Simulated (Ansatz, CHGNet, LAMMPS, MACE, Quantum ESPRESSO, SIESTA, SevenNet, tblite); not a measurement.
# Running Li+ BF4- in dimethyl sulfoxide at 330 K (96 atoms) with SIESTA, part 2 of 2

Aim: run Li+ BF4- in dimethyl sulfoxide at 330 K (96 atoms) in SIESTA and see how near its forces come to a plane-wave reference, and at what cost.

Program: SIESTA 5.4.2; the method stands at each step. Banners, paths, timers and routine set-up lines are dropped from the logs unmarked, and long logs keep their key lines alone; longer cuts are marked. The potentials were converted by us to PSML.

So far. Step 3 (PBE, TZP, shift 0.01 Ry, mesh 500 Ry): Against the first run (92 %), the force difference from the reference is 80 %, at 1.3 times the CPU time, with 1028 basis functions against 809: the larger basis brings the forces nearer. Step 4 (PBE, SZ, shift 0.01 Ry, mesh 500 Ry): Against the first run (92 %), the force difference from the reference is 395 %, at 0.39 times the CPU time (on 1 against 2 cores), with 220 basis functions against 809: the smaller basis costs accuracy.

## (5) PBE, DZ, shift 0.01 Ry, mesh 500 Ry

Method: Kohn-Sham DFT, PBE, PseudoDojo 0.4.1 norm-conserving pseudopotentials (converted to PSML), numerical atomic orbitals (DZ), diagonalisation.

The input, input.fdf:

```
SystemLabel cell
NumberOfAtoms 96
NumberOfSpecies 7
%block ChemicalSpeciesLabel
  1 6 C
  2 16 S
  3 8 O
  4 1 H
  5 5 B
  6 9 F
  7 3 Li
%endblock ChemicalSpeciesLabel
LatticeConstant 1.0 Ang
%block LatticeVectors
  10.46989 0.00000 0.00000
  0.00000 10.46989 0.00000
  0.00000 0.00000 10.46989
%endblock LatticeVectors
PAO.BasisSize DZ
PAO.EnergyShift 0.01 Ry
PAO.Polarization.NonPerturbative T
XC.Functional GGA
XC.Authors PBE
MeshCutoff 500 Ry
%block kgrid_Monkhorst_Pack
  1 0 0 0.0
  0 1 0 0.0
  0 0 1 0.0
%endblock kgrid_Monkhorst_Pack
SolutionMethod diagon
OccupationFunction FD
ElectronicTemperature 580 K
SCF.Mixer.Method Pulay
SCF.Mixer.Weight 0.15
SCF.Mixer.History 8
SCF.Mix Hamiltonian
MaxSCFIterations 300
SCF.DM.Tolerance 1e-04
SCF.H.Tolerance 1.0e-3 eV
WriteForces T
Write.HirshfeldPop T
Write.VoronoiPop T
Write.DM F
Write.H F
XML.Write F
AtomicCoordinatesFormat Fractional
%block AtomicCoordinatesAndAtomicSpecies
[... 96 atom lines left out: the same atoms as in the first run ...]
%endblock AtomicCoordinatesAndAtomicSpecies
```

Run with:

```bash
OMP_NUM_THREADS=1 siesta < input.fdf > output.txt
```

What it wrote:

```text
Version         : 5.4.2
reinit: System Name:
reinit: System Label: cell
initatom: Reading input for the pseudopotentials and atomic orbitals ----------
Species number:   1 Atomic number:    6 Label: C
Species number:   2 Atomic number:   16 Label: S
Species number:   3 Atomic number:    8 Label: O
Species number:   4 Atomic number:    1 Label: H
Species number:   5 Atomic number:    5 Label: B
Species number:   6 Atomic number:    9 Label: F
Species number:   7 Atomic number:    3 Label: Li
Ground state valence configuration (from tables):   2s02  2p02  3d00  4f00
Ground state valence configuration (from tables):   3s02  3p04  3d00  4f00
Ground state valence configuration (from tables):   2s02  2p04  3d00  4f00
[... lines left out ...]
        iscf     Eharris(eV)        E_KS(eV)     FreeEng(eV)     dDmax    Ef(eV) dHmax(eV)
[... lines left out ...]
SCF Convergence by DM+H criterion
[... lines left out ...]
SCF cycle converged after 13 iterations
[... lines left out ...]
   Max   10.475062
[... lines left out ...]
   Max   10.475062    constrained
Stress tensor Voigt[x,y,z,yz,xz,xy] (kbar):     -105.51     -120.09     -113.58       -7.48       -9.15        5.19
[... lines left out ...]
siesta: FreeEng =    -13461.684737
[... lines left out ...]
siesta:         Fermi =      -2.606912
[... lines left out ...]
siesta:    -0.005711   -0.004668   -0.070889
siesta: Cell volume =       1147.694648 Ang**3
siesta: Pressure (static):
siesta:                Solid            Molecule  Units
siesta:           0.00076857          0.00100437  Ry/Bohr**3
siesta:           0.07056660          0.09221734  eV/Ang**3
siesta:         113.06015524        147.74846676  kBar
    Orbital volume contribution        =          17.506218 eV
    (Free)E + p_basis*V_orbitals       =      -13444.178519 eV
    (Free)Eharris+ p_basis*V_orbitals  =      -13444.178519 eV
Hirshfeld Atomic Populations:
Atom #   charge [q] valence [e]  Species
     1    -0.078319    4.078319  C
     2     0.440841    5.559159  S
     3    -0.068147    4.068147  C
     4    -0.303066    6.303066  O
     5     0.022471    0.977529  H
     6     0.031600    0.968400  H
     7     0.028842    0.971158  H
[...]
11    -0.071906    4.071906  C
    12     0.370897    5.629103  S
[...]
14    -0.423577    6.423577  O
[...]
22     0.404761    5.595239  S
[...]
24    -0.333993    6.333993  O
[...]
91     0.132150    2.867850  B
    92    -0.239960    7.239960  F
    93    -0.225657    7.225657  F
    94    -0.223081    7.223081  F
[...]
96     0.076507    2.923493  Li
--------------------
 Total    -0.000004
Voronoi Atomic Populations:
Atom #   charge [q] valence [e]  Species
[...]
72     0.356704    5.643296  S
[...]
74    -0.426072    6.426072  O
[...]
81    -0.037160    4.037160  C
    82     0.374611    5.625389  S
    83    -0.044261    4.044261  C
    84    -0.329390    6.329390  O
[...]
89     0.017900    0.982100  H
    90     0.017226    0.982774  H
    91     0.179272    2.820728  B
[...]
94    -0.246547    7.246547  F
    95    -0.220413    7.220413  F
    96    -0.006533    3.006533  Li
--------------------
 Total    -0.000004
```

Elapsed: 2.6 min, on 1 thread of Arm Neoverse N1, shared host; peak memory 0.82 GiB.

Compared with the plane-wave run:

```
r.m.s. force component                           : 2.313 eV/Å
r.m.s. difference of force components            : 1995 meV/Å
longest difference of force vectors              : 9324 meV/Å
force difference over r.m.s. force               : 256.3 %
slope of forces against the reference's          : 1.629
correlation of force components                  : 0.5483
gap (highest filled to lowest empty level) : 3.978 eV
gap difference                                   : 0.2115 eV
pressure                                         : 11.31 GPa
pressure difference                              : 8.769 GPa
```

This is a coarse setting, run to see what it loses.

Against the first run (92 %), the force difference from the reference is 256 %, at 0.44 times the CPU time (on 1 against 2 cores), with 439 basis functions against 809: the smaller basis costs accuracy.

## (6) PBE, DZP, shift 0.02 Ry, mesh 500 Ry

Method: Kohn-Sham DFT, PBE, PseudoDojo 0.4.1 norm-conserving pseudopotentials (converted to PSML), numerical atomic orbitals (DZP), diagonalisation.

Changes to input.fdf since step 5:

```diff
@@ -18,4 +18,4 @@
 %endblock LatticeVectors
-PAO.BasisSize DZ
-PAO.EnergyShift 0.01 Ry
+PAO.BasisSize DZP
+PAO.EnergyShift 0.02 Ry
 PAO.Polarization.NonPerturbative T
```

Run with:

```bash
OMP_NUM_THREADS=1 mpirun -np 2 siesta < input.fdf > output.txt
```

What it wrote:

```text
Version         : 5.4.2
reinit: System Name:
reinit: System Label: cell
initatom: Reading input for the pseudopotentials and atomic orbitals ----------
Species number:   1 Atomic number:    6 Label: C
Species number:   2 Atomic number:   16 Label: S
Species number:   3 Atomic number:    8 Label: O
Species number:   4 Atomic number:    1 Label: H
Species number:   5 Atomic number:    5 Label: B
Species number:   6 Atomic number:    9 Label: F
Species number:   7 Atomic number:    3 Label: Li
Ground state valence configuration (from tables):   2s02  2p02  3d00  4f00
[... lines left out ...]
SCF Convergence by DM+H criterion
[... lines left out ...]
SCF cycle converged after 12 iterations
[... lines left out ...]
   Max    4.439331
[... lines left out ...]
   Max    4.439331    constrained
Stress tensor Voigt[x,y,z,yz,xz,xy] (kbar):      -31.68      -41.82      -30.31       -3.59       -0.11       -0.76
[... lines left out ...]
siesta: FreeEng =    -13492.994427
[... lines left out ...]
siesta:         Fermi =      -2.832987
[... lines left out ...]
siesta:          34.60170630         50.62187368  kBar
[... lines left out ...]
Atom #   charge [q] valence [e]  Species
     1    -0.066783    4.066783  C
     2     0.376802    5.623198  S
     3    -0.053011    4.053011  C
     4    -0.211817    6.211817  O
     5     0.012979    0.987021  H
     6     0.024993    0.975007  H
     7     0.020531    0.979469  H
[...]
11    -0.058743    4.058743  C
    12     0.267297    5.732703  S
[...]
14    -0.313191    6.313191  O
[...]
22     0.334679    5.665321  S
[...]
24    -0.232024    6.232024  O
[...]
91     0.016885    2.983115  B
    92    -0.204248    7.204248  F
    93    -0.185618    7.185618  F
    94    -0.185121    7.185121  F
[...]
96    -0.024301    3.024301  Li
--------------------
 Total    -0.000009
Voronoi Atomic Populations:
Atom #   charge [q] valence [e]  Species
[...]
72     0.356647    5.643353  S
[...]
74    -0.345509    6.345509  O
[...]
81     0.003959    3.996041  C
    82     0.387586    5.612414  S
    83    -0.003549    4.003549  C
    84    -0.254562    6.254562  O
[...]
89    -0.017778    1.017778  H
    90    -0.001840    1.001840  H
    91     0.160051    2.839949  B
[...]
94    -0.231972    7.231972  F
    95    -0.208500    7.208500  F
    96    -0.085126    3.085126  Li
--------------------
 Total    -0.000009
```

Run time: 2.3 min. Hardware: 2 MPI ranks; peak memory 1.4 GiB; 4.6 min of CPU time.

Compared with the plane-wave run:

| Quantity | Value |
| --- | --- |
| r.m.s. force component | 1.14 eV/Å |
| r.m.s. difference of force components | 594.8 meV/Å |
| longest difference of force vectors | 2755 meV/Å |
| force difference over r.m.s. force | 76.41 % |
| slope of forces against the reference's | 1.28 |
| correlation of force components | 0.8742 |
| gap (highest filled to lowest empty level) | 3.861 eV |
| gap difference | 0.0945 eV |
| pressure | 3.46 GPa |
| pressure difference | 0.9227 GPa |

This run lies far from the reference in forces at the same functional.

Against the first run (92 %), the force difference from the reference is 76 %, at 0.77 times the CPU time: tighter orbitals come nearer here, likely by a cancellation of errors.

## (7) All runs compared

Differences are against the plane-wave reference, forces as r.m.s. over components; share is that over the reference's r.m.s. force, slope the least-squares factor from reference forces to these. Total energies of different programs have different zeros and aren't compared.

```
                                                run  Δ force, r.m.s. (meV/Å)  share (%)  slope  Δ pressure (GPa)  Δ gap (eV)  cores  CPU time  memory (GiB)
                                          reference                        -          -      -                 -           -      4      69 s           1.2
        SIESTA PBE, DZP, shift 0.01 Ry, mesh 500 Ry                      714       91.7  1.333              3.00      0.0999      2   5.9 min           1.7
        SIESTA PBE, TZP, shift 0.01 Ry, mesh 500 Ry                      619       79.5  1.304              2.53      0.0841      2   7.9 min           1.9
SIESTA PBE, SZ, shift 0.01 Ry, mesh 500 Ry (coarse)                     3073        395  2.391              23.7       -1.24      1   2.3 min          0.72
SIESTA PBE, DZ, shift 0.01 Ry, mesh 500 Ry (coarse)                     1995        256  1.629              8.77       0.211      1   2.6 min          0.82
        SIESTA PBE, DZP, shift 0.02 Ry, mesh 500 Ry                      595       76.4  1.280             0.923      0.0945      2   4.6 min           1.4
```

Rows marked coarse were listed beforehand as settings not expected to be converged; some can still land near the reference.

CPU time is summed over cores on a shared host, where runs went side by side, so it is rough. Symmetry, cutoffs, thresholds, outputs and thread counts weren't matched or tuned between programs; memory under MPI is the largest rank's times the ranks.

Mean charges by element (e), by run and scheme:

```
                                        run     scheme      C      S      O      H      B      F
                                  reference     Löwdin  -0.60  +1.18  -0.79  +0.22  +0.88  -0.40
SIESTA PBE, DZP, shift 0.01 Ry, mesh 500 Ry  Hirshfeld  -0.09  +0.33  -0.27  +0.03  +0.09  -0.20
SIESTA PBE, TZP, shift 0.01 Ry, mesh 500 Ry  Hirshfeld  -0.09  +0.33  -0.28  +0.03  +0.11  -0.20
SIESTA PBE, DZP, shift 0.02 Ry, mesh 500 Ry  Hirshfeld  -0.06  +0.32  -0.25  +0.02  +0.02  -0.18
```

The reference's Löwdin charges lack the electrons that the projection spills, 0.048 e an atom on average.

## (8) What came out

| Property | Result |
| --- | --- |
| nearest in forces | SIESTA PBE, DZP, shift 0.02 Ry, mesh 500 Ry, 76 % |
| its CPU time | 4.6 min |

In words: The PBE runs in local orbitals, coarse settings apart, differ by 76 % (SIESTA PBE, DZP, shift 0.02 Ry, mesh 500 Ry) to 92 % (SIESTA PBE, DZP, shift 0.01 Ry, mesh 500 Ry); basis, grid and potentials can all enter, and differences of this size make the forces unusable. Runs with settings chosen to be coarse differ by 256 % (SIESTA PBE, DZ, shift 0.01 Ry, mesh 500 Ry) to 395 % (SIESTA PBE, SZ, shift 0.01 Ry, mesh 500 Ry), their programs' other errors included. None of the electronic-structure runs in the table takes under half the reference's CPU time of 69 s; they take 2.0 to 6.9 times as much. At the same functional, gaps differ from the reference's 3.77 eV by between -1.24 and +0.21 eV. In pressure, SIESTA PBE, SZ, shift 0.01 Ry, mesh 500 Ry misses by +23.7 GPa, at the same functional. Charges hang on scheme and program or settings: among these rows the mean for B runs from +0.02 to +0.88 e. The network of contacts between molecules at the start is that of the classical potential that made the cell, and needn't be the one that DFT or experiment would give. The reference's PBE has no dispersion term, which matters for the binding between molecules or layers. The density was typed from a rule of thumb and may lie off the real one at this temperature. The electronic-structure runs sample only Γ, in a cell whose shortest periodic width is 10 Å.

[Also dropped from logs without a mark: logging warnings of Python, and SIESTA's first energy breakdown and zero terms.]

[Logs are printed without paths, hosts, clocks, repeated set-up lines and the standing remarks that a program may print on its own settings, such as how far it seeks lower states.]

[Hosts, paths, dates, database ids (printed as entryN), source tags and the programs' standing remarks are cut or masked in the printed files.]
